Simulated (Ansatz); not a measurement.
# Y on Cu(100): change of the work function, part 3 of 3

Aim: the work function of Cu(100) at several coverages of Y (hollow site), and the dipole that each adsorbate carries.

Ansatz 0.2.0; plane-wave DFT, PBE, Ansatz PAW.

So far, work function, upper face (eV): step 2 (the clean slab) 4.57; step 3 (37 atoms, coverage 0.111 ML, cell 3x3) 2.77.

### Step 4. The covered slab, k-mesh 6×6×1, coverage 0.25 ML

System of this step: YCu16 (Y/Cu(100)). The cell holds 17 atoms: 16 Cu and 1 Y. Its edges and angles: a = 5.105 Å, b = 5.105 Å, c = 26.200 Å, α = 90.0°, β = 90.0°, γ = 90.0°. Vacuum lies along c.

Another coverage, to see how the dipoles act on each other as their distance changes.

Contents of input.yaml:

```yaml
crystal:
  lattice:
    - [5.1053109602, 0.0, 0.0]
    - [0.0, 5.1053109602, 0.0]
    - [0.0, 0.0, 26.2003803732]
  atoms:
    - { symbol: Cu, position: [0.25, 0.25, 0.3435064633] }
    - { symbol: Cu, position: [0.0, 0.0, 0.4123985929] }
    - { symbol: Cu, position: [0.25, 0.25, 0.4824865037] }
    - { symbol: Cu, position: [0.0, 0.0, 0.5502961881] }
    - { symbol: Cu, position: [0.25, 0.75, 0.3435064633] }
    - { symbol: Cu, position: [0.0, 0.5, 0.4123985929] }
    - { symbol: Cu, position: [0.25, 0.75, 0.4824865037] }
    - { symbol: Cu, position: [0.0, 0.5, 0.5502961881] }
    - { symbol: Cu, position: [0.75, 0.25, 0.3435064633] }
    - { symbol: Cu, position: [0.5, 0.0, 0.4123985929] }
    - { symbol: Cu, position: [0.75, 0.25, 0.4824865037] }
    - { symbol: Cu, position: [0.5, 0.0, 0.5502961881] }
    - { symbol: Cu, position: [0.75, 0.75, 0.3435064633] }
    - { symbol: Cu, position: [0.5, 0.5, 0.4123985929] }
    - { symbol: Cu, position: [0.75, 0.75, 0.4824865037] }
    - { symbol: Cu, position: [0.5, 0.5, 0.5502961881] }
    - { symbol: "Y", position: [0.25, 0.25, 0.6564935367] }
kpoints:
  mp_grid: { grid: [6, 6, 1] }
hamiltonian:
  xc: pbe
scf:
  occupations: { method: fermi_dirac, width: 0.1 }
  convergence: { dr2_threshold: 1.0e-08 }
efield:
  axis: 3
  dipole_correction: true
  ramp_position: 0.97
  ramp_width: 0.06
relax:
  f_tol: 0.02
  max_steps: 60
  constraints: [{ sites: [0, 1, 4, 5, 8, 9, 12, 13] }]
output:
  dos: { projected: true, e_range: [-8, 4] }
  write_potential: true
  write_density: true
  volumetric_format: npy
  elf: true
```

Launch:

```sh
$ ansatz run input.yaml --threads 4 --pin off --max-ram 16384MiB --backend cpu --events-out ev --progress --plain --runs-dir out
```

Numbers of over 12 decimals in the logs are rounded to 6 here.

The log of the run:

```text
[...]
Crystal: 17 atoms, lattice volume = 682.892 Å³
Basis set: ecut = 420 eV, 13319 PW (Γ), exchange–correlation on 72×72×360 points (8 copies of the dense FFT grid, shifted against one another)
Bands: 189, of which v1, the nominal top of the filled ones, is band 158 counted from 1 (157 counted from 0)
Symmetry: 8 space group operations
[...]
k-points: 10 of 36
[...]
SCF iter   1: F=—  HF=-109845.477773 eV  |F-HF|=—  |Δ(HF+E_count)|=         —  Δρ=2.07e-3  dr2=1.47e-1  ethr=1.77e-3  p=0.207 e·Å  D=5.48e-2 V/Å  ΔV_dip=-1.44 eV  dr2_dipole=2.92e-2  V_vac-E_F(+/−)=3.05/4.49 eV  ⟨swp⟩=8.8  Hψ=8125  notcnv=0  defer=62
[...]
SCF iter  14: F=-109845.492412 eV  HF=-109845.492412 eV  |F-HF|=5.76e-8  |Δ(HF+E_count)|=   3.47e-8  Δρ=8.87e-7  dr2=6.09e-9  ethr=3.17e-12  p=0.205 e·Å  D=5.42e-2 V/Å  ΔV_dip=-1.42 eV  dr2_dipole=2.00e-10  V_vac-E_F(+/−)=3.14/4.56 eV  ⟨swp⟩=15.9  Hψ=15065  notcnv=0
SCF 1 converged in 14 iterations: F = -109845.492412 eV  dr2 = 6.09e-9
[...]
relax step   1: F+E_penalty+E_count = -109845.49241243 eV  Δ(F+E_penalty+E_count) = +0.000e0 eV  max|allowed force component| = 1.936e0 eV/Å  Δτ_max = 0.0000 Å  (14 SCF iters, accepted)
[...]
SCF iter  14: F=-109845.915408 eV  HF=-109845.915408 eV  |F-HF|=1.36e-8  |Δ(HF+E_count)|=   4.87e-9  Δρ=7.29e-7  dr2=3.46e-9  ethr=3.17e-12  p=0.217 e·Å  D=5.76e-2 V/Å  ΔV_dip=-1.51 eV  dr2_dipole=4.10e-13  V_vac-E_F(+/−)=3.04/4.55 eV  ⟨swp⟩=15.5  Hψ=13479  notcnv=0
SCF 2 converged in 14 iterations: F = -109845.915408 eV  dr2 = 3.46e-9
relax step   2: F+E_penalty+E_count = -109845.91540849 eV  Δ(F+E_penalty+E_count) = -4.230e-1 eV  max|allowed force component| = 1.844e0 eV/Å  Δτ_max = 0.1949 Å  (14 SCF iters, accepted)
SCF iter   1: F=—  HF=-109846.333788 eV  |F-HF|=—  |Δ(HF+E_count)|=         —  Δρ=3.99e-3  dr2=1.25e-1  ethr=2.50e-4  p=0.217 e·Å  D=5.76e-2 V/Å  ΔV_dip=-1.51 eV  dr2_dipole=1.49e-5  V_vac-E_F(+/−)=3.05/4.56 eV  ⟨swp⟩=5.1  Hψ=4408  notcnv=0  defer=104
[...]
SCF iter  14: F=-109846.304776 eV  HF=-109846.304776 eV  |F-HF|=2.62e-10  |Δ(HF+E_count)|=   2.58e-8  Δρ=1.03e-6  dr2=6.02e-9  ethr=3.17e-12  p=0.239 e·Å  D=6.35e-2 V/Å  ΔV_dip=-1.66 eV  dr2_dipole=1.11e-10  V_vac-E_F(+/−)=2.87/4.54 eV  ⟨swp⟩=9.8  Hψ=12230  notcnv=0
SCF 3 converged in 14 iterations: F = -109846.304776 eV  dr2 = 6.02e-9
relax step   3: F+E_penalty+E_count = -109846.30477616 eV  Δ(F+E_penalty+E_count) = -3.894e-1 eV  max|allowed force component| = 1.351e0 eV/Å  Δτ_max = 0.1957 Å  (14 SCF iters, accepted)
[...]
relax step   4: F+E_penalty+E_count = -109846.49982626 eV  Δ(F+E_penalty+E_count) = -1.951e-1 eV  max|allowed force component| = 3.658e-1 eV/Å  Δτ_max = 0.1949 Å  (13 SCF iters, accepted)
[...]
relax step   5: F+E_penalty+E_count = -109846.52291297 eV  Δ(F+E_penalty+E_count) = -2.309e-2 eV  max|allowed force component| = 2.323e-1 eV/Å  Δτ_max = 0.1945 Å  (15 SCF iters, accepted)
[...]
relax step   6: F+E_penalty+E_count = -109846.53223419 eV  Δ(F+E_penalty+E_count) = -9.321e-3 eV  max|allowed force component| = 1.159e-1 eV/Å  Δτ_max = 0.0993 Å  (14 SCF iters, accepted)
SCF iter   1: F=—  HF=-109846.538946 eV  |F-HF|=—  |Δ(HF+E_count)|=         —  Δρ=1.28e-3  dr2=1.33e-2  ethr=3.95e-5  p=0.270 e·Å  D=7.15e-2 V/Å  ΔV_dip=-1.87 eV  dr2_dipole=3.45e-3  V_vac-E_F(+/−)=2.65/4.52 eV  ⟨swp⟩=3.0  Hψ=3496  notcnv=0  defer=133
[...]
SCF iter  12: F=-109846.535911 eV  HF=-109846.535911 eV  |F-HF|=4.05e-9  |Δ(HF+E_count)|=   3.67e-8  Δρ=8.22e-7  dr2=7.33e-9  ethr=3.17e-12  p=0.272 e·Å  D=7.20e-2 V/Å  ΔV_dip=-1.89 eV  dr2_dipole=5.53e-10  V_vac-E_F(+/−)=2.64/4.53 eV  ⟨swp⟩=13.1  Hψ=12779  notcnv=0
SCF 7 converged in 12 iterations: F = -109846.535911 eV  dr2 = 7.33e-9
relax step   7: F+E_penalty+E_count = -109846.53591090 eV  Δ(F+E_penalty+E_count) = -3.677e-3 eV  max|allowed force component| = 3.952e-3 eV/Å  Δτ_max = 0.0347 Å  (12 SCF iters, accepted)
[...]
SCF converged after 12 iterations
Free energy (F): -109846.535911 eV
[...]
Internal energy: -109846.288841 eV  (E = F + TS)
E sigma→0 (E₀):  -109846.412376 eV
Entropy (-TS):   -0.247070 eV (-14.534 meV/atom)
Fermi energy:    2.782534 eV
Dipole field:    D = 0.072022 V/Å  (p = 0.271802 e·Å, saw-weighted, corrected)
Work function:   Φ+ = 2.6384 eV   Φ− = 4.5254 eV
[...]
--- Forces (eV/Å), atoms counted from 1 ---
  atom   1  Cu     0.00000000     0.00000000     0.10518621
  atom   2  Cu     0.04347339     0.04347339    -0.11119183
  atom   3  Cu    -0.00000000     0.00000000    -0.00217729
  atom   4  Cu     0.00060576     0.00060576    -0.00159681
  atom   5  Cu     0.00000000     0.00000000     0.12840443
  atom   6  Cu     0.04347339    -0.04347339    -0.11119183
  atom   7  Cu     0.00000000     0.00000000     0.00092164
  atom   8  Cu     0.00060576    -0.00060576    -0.00159681
  atom   9  Cu     0.00000000     0.00000000     0.12840443
  atom  10  Cu    -0.04347339     0.04347339    -0.11119183
  atom  11  Cu     0.00000000     0.00000000     0.00092164
  atom  12  Cu    -0.00060576     0.00060576    -0.00159681
  atom  13  Cu     0.00000000     0.00000000     0.09102996
  atom  14  Cu    -0.04347339    -0.04347339    -0.11119183
  atom  15  Cu    -0.00000000     0.00000000     0.00234674
  atom  16  Cu    -0.00060576    -0.00060576    -0.00159681
  atom  17  Y     -0.00000000     0.00000000    -0.00395189
  max |Σ_I F_I| component: 6.87e-5 eV/Å
--- Band table (eV; the first three rows and the last of 10) ---
  k-point 0: bands = [... 154 lower, 2.2631, 2.2631, 2.5356, 2.5370, 2.7676, 2.7676, 2.8775, 3.4267, ... 27 higher]
  k-point 1: bands = [... 154 lower, 2.3146, 2.5066, 2.5129, 2.6935, 3.0255, 3.0415, 3.4701, 3.5081, ... 27 higher]
  k-point 2: bands = [... 154 lower, 2.2320, 2.7665, 2.8849, 3.1422, 3.2151, 3.4727, 3.6641, 3.6914, ... 27 higher]
  k-point 9: bands = [... 154 lower, 1.4560, 1.4891, 2.4025, 2.6456, 2.6456, 2.6970, 3.8348, 3.8348, ... 27 higher]
--- Relaxed structure (7 steps of the walk, 7 accepted, 0 SCFs on fresh bases) ---
  F+E_penalty+E_count = -109846.53591090 eV   max|allowed force component| = 3.952e-3 eV/Å
  atoms:
    - { symbol: Cu, position: [0.25, 0.25, 0.3435064633] }
    - { symbol: Cu, position: [0.0, 0.0, 0.4123985929] }
    - { symbol: Cu, position: [0.25, 0.25, 0.483173] }
    - { symbol: Cu, position: [-0.00504994, -0.00504994, 0.552141] }
    - { symbol: Cu, position: [0.25, 0.75, 0.3435064633] }
    - { symbol: Cu, position: [0.0, 0.5, 0.4123985929] }
    - { symbol: Cu, position: [0.25, 0.75, 0.482272] }
    - { symbol: Cu, position: [-0.00504994, 0.505050, 0.552141] }
    - { symbol: Cu, position: [0.75, 0.25, 0.3435064633] }
    - { symbol: Cu, position: [0.5, 0.0, 0.4123985929] }
    - { symbol: Cu, position: [0.75, 0.25, 0.482272] }
    - { symbol: Cu, position: [0.505050, -0.00504994, 0.552141] }
    - { symbol: Cu, position: [0.75, 0.75, 0.3435064633] }
    - { symbol: Cu, position: [0.5, 0.5, 0.4123985929] }
    - { symbol: Cu, position: [0.75, 0.75, 0.481112] }
    - { symbol: Cu, position: [0.505050, 0.505050, 0.552141] }
    - { symbol: Y, position: [0.25, 0.25, 0.629189] }
```

It took 7.7 min on 4 threads of Arm Neoverse V1, shared host; peak memory 3.3 GiB.

Relaxation path:

```
step  energy less that of the first step (eV)  largest force component (eV/Å)
   1                                   0.0000                          1.9365
   2                                  -0.4230                          1.8438
   3                                  -0.8124                          1.3512
   4                                  -1.0074                          0.3658
   5                                  -1.0305                          0.2323
   6                                  -1.0398                          0.1159
   7                                  -1.0435                          0.0040
```

Forces are held to the 8 operations that the run works with; a distortion that breaks them can't arise in this run.

The atoms that moved most (Å):

```
atom      dx      dy      dz  length
 Y17   0.000   0.000  -0.715   0.715
 Cu4  -0.026  -0.026   0.048   0.061
Cu12   0.026  -0.026   0.048   0.061
 Cu8  -0.026   0.026   0.048   0.061
Cu16   0.026   0.026   0.048   0.061
Cu15   0.000   0.000  -0.036   0.036
 Cu3   0.000   0.000   0.018   0.018
Cu11   0.000   0.000  -0.006   0.006
```

The relaxed structure:

```xyz
17
Lattice="5.1053 0.0000 0.0000 0.0000 5.1053 0.0000 0.0000 0.0000 26.2004" Properties=species:S:1:pos:R:3
Cu    1.2763    1.2763    9.0000
Cu    0.0000    0.0000   10.8050
Cu    1.2763    1.2763   12.6593
Cu   -0.0258   -0.0258   14.4663
Cu    1.2763    3.8290    9.0000
Cu    0.0000    2.5527   10.8050
Cu    1.2763    3.8290   12.6357
Cu   -0.0258    2.5784   14.4663
Cu    3.8290    1.2763    9.0000
Cu    2.5527    0.0000   10.8050
Cu    3.8290    1.2763   12.6357
Cu    2.5784   -0.0258   14.4663
Cu    3.8290    3.8290    9.0000
Cu    2.5527    2.5527   10.8050
Cu    3.8290    3.8290   12.6053
Cu    2.5784    2.5784   14.4663
Y     1.2763    1.2763   16.4850
```

This step gave:

- energy at zero smearing: -109846.4124 eV
- work function, upper face: 2.638 eV
- work function, lower face: 4.525 eV
- dipole along the normal: 0.2718 e·Å
- step between the vacuum levels: -1.887 eV

Running mean over 1.805 Å of the planar mean; the ramp of the sawtooth is left out. Table of electron's electrostatic potential energy less the Fermi level by z:

```csv
z (Å),electron's electrostatic potential energy less the Fermi level (eV)
3.5,4.53
4.0,4.52
4.5,4.52
5.0,4.52
5.5,4.52
6.0,4.49
6.5,4.40
7.0,4.06
7.5,2.66
8.0,-1.45
8.5,-6.17
9.0,-8.29
9.5,-8.62
10.0,-8.72
10.5,-8.78
11.0,-8.74
11.5,-8.58
12.0,-8.58
12.5,-8.72
13.0,-8.67
13.5,-8.56
14.0,-8.63
14.5,-8.56
15.0,-7.06
15.5,-4.13
16.0,-2.42
16.5,-2.57
17.0,-2.04
17.5,-0.481
18.0,1.11
18.5,1.96
19.0,2.33
19.5,2.51
20.0,2.58
20.5,2.61
21.0,2.63
21.5,2.63
22.0,2.64
22.5,2.64
23.0,2.64
```

The density of states has structure finer than the step of the table below, so its rows give means over 0.5 eV, whole bins alone (the curve runs from -8 to 1.98 eV). Peaks (eV: height): -2.92: 81.1, -2.83: 108, -2.71: 85.9, -2.53: 91.1, -2.47: 91.3, -1.77: 85.5, -1.50: 83.2.

The density of states by energy, zero at the Fermi level; means over each step:

| energy (eV) | density of states (states/eV a cell) |
| --- | --- |
| -7.5 | 1.18 |
| -7.0 | 2.49 |
| -6.5 | 2.27 |
| -6.0 | 3.28 |
| -5.5 | 4.44 |
| -5.0 | 8.16 |
| -4.5 | 16.9 |
| -4.0 | 34.1 |
| -3.5 | 38.5 |
| -3.0 | 59.3 |
| -2.5 | 61.3 |
| -2.0 | 65.2 |
| -1.5 | 43.3 |
| -1.0 | 7.90 |
| -0.5 | 6.72 |
| 0.0 | 7.43 |
| 0.5 | 7.07 |
| 1.0 | 11.8 |
| 1.5 | 8.13 |

Projected DOS per atom over height of the atomic layer and energy from the Fermi level. Layers: Cu4 Cu4 Cu4 Cu4 Y from below.

Ten even steps from '0' (0.01 states/eV) to '9' (6.11 states/eV), each cell a mean:
```
00004
00005
00009
00004
00002
00002
00001
53210
96740
74571
55570
34461
23240
14420
01210
00000
00000
00000
00000
00000
00000
00000
```
Columns: height of the atomic layer (Å) from 9 to 16.5 (not evenly spaced); rows upwards: energy from the Fermi level (eV) from -7.96 to 1.95.

Electrostatic potential energy in the ca plane at fractional y = 0.250, with atoms of Cu and Y within 0.2 Å of it. With pseudopotentials it is smooth inside the atoms' cores, unlike the true potential.

Values in eV, 8 rows by 16 columns, each cell a mean:
```
  5 -10  -1   3   0 -10   3   4   5   3   4   5   6   6   6   6
  1 -43 -19   5 -13 -46  -2   6   6   6   5   6   6   6   6   6
  2 -36 -14   4  -9 -39   0   6   6   5   5   6   6   6   6   6
  5  -2   2   2   3  -2   3   3   3   1   4   5   6   6   6   6
  5  -9  -1   3   1 -11   3   3 -10 -21   0   5   6   6   6   6
  1 -43 -19   5 -12 -46  -2   3 -32 -47  -6   4   6   6   6   6
  2 -36 -14   5  -8 -39  -1   3 -27 -43  -4   4   6   6   6   6
  5  -2   2   2   3  -2   4   3  -4 -11   1   5   6   6   6   6
```
Columns run along c (16.0 Å, from fractional 0.29 to 0.90 of the cell; values clipped at the 3rd and 97th percentile), rows up along a (5.1 Å). Atoms in or near the plane, at fractional coordinates: Cu at (0.34, 0.25), Cu at (0.48, 0.25), Cu at (0.34, 0.75), Cu at (0.48, 0.75), Y at (0.63, 0.25).

Valence density in the ca plane at fractional y = 0.250, with atoms of Cu and Y within 0.2 Å of it. It is the smooth field of the valence electrons, not physical close to the nuclei.

Values in e/Å³, 8 rows by 16 columns, each cell a mean:
```
 0  1  0  0  0  1  0  0  0  0  0  0  0  0  0  0
 0 19  4  0  2 21  0  0  0  0  0  0  0  0  0  0
 0 11  2  0  1 12  0  0  0  0  0  0  0  0  0  0
 0  0  0  0  0  0  0  0  0  0  0  0  0  0  0  0
 0  1  0  0  0  1  0  0  1  1  0  0  0  0  0  0
 0 19  4  0  2 21  1  0  2  3  0  0  0  0  0  0
 0 11  2  0  1 12  0  0  1  2  0  0  0  0  0  0
 0  0  0  0  0  0  0  0  0  0  0  0  0  0  0  0
```
Columns run along c (16.0 Å, from fractional 0.29 to 0.90 of the cell), rows up along a (5.1 Å). Atoms in or near the plane, at fractional coordinates: Cu at (0.34, 0.25), Cu at (0.48, 0.25), Cu at (0.34, 0.75), Cu at (0.48, 0.75), Y at (0.63, 0.25).

ELF in the ca plane at fractional y = 0.250, with atoms of Cu and Y within 0.2 Å of it. It is the smooth field of the valence electrons, not physical close to the nuclei.

Values, 8 rows by 16 columns, each cell a mean:
```
0.16 0.19 0.22 0.23 0.23 0.19 0.24 0.27 0.29 0.11 0.19 0.25 0.09 0.01 0.00 0.00
0.14 0.49 0.25 0.23 0.22 0.52 0.20 0.25 0.27 0.22 0.20 0.14 0.04 0.01 0.00 0.00
0.14 0.37 0.23 0.23 0.21 0.38 0.21 0.25 0.29 0.20 0.21 0.16 0.05 0.01 0.00 0.00
0.18 0.20 0.24 0.23 0.25 0.20 0.26 0.28 0.26 0.09 0.17 0.29 0.12 0.02 0.00 0.00
0.16 0.19 0.22 0.23 0.23 0.19 0.24 0.30 0.35 0.58 0.17 0.37 0.24 0.04 0.00 0.00
0.14 0.49 0.25 0.23 0.22 0.52 0.21 0.25 0.60 0.74 0.28 0.35 0.31 0.06 0.00 0.00
0.14 0.37 0.23 0.23 0.21 0.39 0.21 0.27 0.56 0.78 0.25 0.36 0.30 0.06 0.00 0.00
0.18 0.20 0.24 0.23 0.25 0.20 0.26 0.30 0.27 0.36 0.15 0.36 0.21 0.03 0.00 0.00
```
Columns run along c (16.0 Å, from fractional 0.29 to 0.90 of the cell), rows up along a (5.1 Å). Atoms in or near the plane, at fractional coordinates: Cu at (0.34, 0.25), Cu at (0.48, 0.25), Cu at (0.34, 0.75), Cu at (0.48, 0.75), Y at (0.63, 0.25).

The relaxation took 7 steps and lowered the energy by 1.0 eV; the largest force on the free atoms ends at 0.0040 eV/Å.

By hand: a sheet of dipoles makes a step −p/(ε₀A) in the electron's potential. With e/ε₀ = 180.95 V·Å, p = 0.2718 e·Å and A = 26.06 Å², that is −180.95 × (0.2718) / 26.06 = -1.887 eV, and the two vacuum levels of the run differ by -1.887 eV.

The covered face has 2.64 eV, -1.93 eV against the clean one; the bare back face has moved by -0.06 eV, a measure of how thin the slab is.

### Step 5. Work function against coverage

This step: plane-wave DFT, PBE, Ansatz PAW; work function against coverage (Ansatz 0.2.0).

The runs are now put side by side.

Numbers from this step:

- work function of the clean face: 4.571 eV
- largest change of the work function: -1.932 eV

Work function of the covered face against coverage:

```csv
coverage (adsorbates/nm²),work function of the covered face (eV)
0.00,4.57
1.71,2.77
3.84,2.64
```

The dipole per adsorbate comes from the change of the cell's dipole. Coverage, by row:

```
coverage (1/nm²)  coverage (ML)  work function (eV)  change (eV)  dipole per adsorbate, positive end outwards (debye)  mean height of the added atoms over the highest substrate atom (Å)
           1.705         0.1111               2.767       -1.803                                                2.742                                                               1.961
           3.837           0.25               2.638       -1.932                                                1.298                                                               2.019
```

### Step 6. What came out

| Item | Value |
| --- | --- |
| work function of the clean face | 4.57 eV |
| work function at 0.11 ML | 2.77 eV |
| work function at 0.25 ML | 2.64 eV |
| dipole per adsorbate at 0.11 ML, positive end outwards | 2.74 D |

Y lowers the work function of Cu(100) at the lowest coverage, by 1.80 eV: the adsorbate layer has its positive end outwards. The slab has 4 layers, at the tabulated experimental lattice constant, one starting site was run, and quantum-size effects of a slab this thin can reach one or two tenths of an eV. The main runs have no spin polarisation; a magnetic state could lie lower and would change these results.

[Logs are printed without paths, hosts, clocks, repeated set-up lines and the standing remarks that a program may print on its own settings, such as how far it seeks lower states.]

[Hosts, paths, dates, database ids (printed as entryN), source tags and the programs' standing remarks are cut or masked in the printed files.]

[Maps of the electrostatic potential energy from Ansatz leave out the sawtooth potential of an applied field or a dipole correction, so their vacuum need not be flat; planar profiles and work functions include it.]

[The density of states shown here was stored with 400 of the rows of the run's finer table, so its peaks can read low, often by over a quarter, or be missed, and its means over a window can be off by a tenth or more.]
